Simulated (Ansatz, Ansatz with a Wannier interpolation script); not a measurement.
Rows from a G0W0 calculation on Cs2PdCl4 (P4/mmm) (Ansatz 0.2.0; G0W0 on LDA, plane waves, PAW; 2×2×4 mesh, 768 empty bands, screening to 120 eV), in eV. Spin-orbit coupling is left out.

```
row      Σx     Σc     Vxc     Z
  A  -28.47   3.89  -23.49  0.75
  B  -21.05   2.90  -16.78  0.76
  C  -20.48   3.10  -16.05  0.74
  D  -17.42  -3.08  -21.89  0.78
  E  -28.49   3.89  -23.51  0.75
  F  -27.74   3.90  -22.77  0.75
```

Which rows are filled states and which are empty ones, and how can one tell?

Filled: A, B, C, E and F. Empty: D. The sign of Σc tells: for a filled state bare exchange, which holds its interaction with itself, lies below Vxc (Σx − Vxc is -4.3 eV or lower here) and screening gives part back as a positive Σc. For an empty state Σx lies above Vxc (+4.5 eV or more) and the Coulomb hole leaves Σc negative.

[Paths, hosts, dates, memory and timing lines, banners, echoed tables and standing remarks are left out of the program output.]

[Logs are printed without paths, hosts, clocks, repeated set-up lines and the standing remarks that a program may print on its own settings, such as how far it seeks lower states.]

[Runs of the session that timed out or met a known fault of the program may be left out.]

[Hosts, paths, dates, database ids (printed as entryN), source tags and the programs' standing remarks are cut or masked in the printed files.]
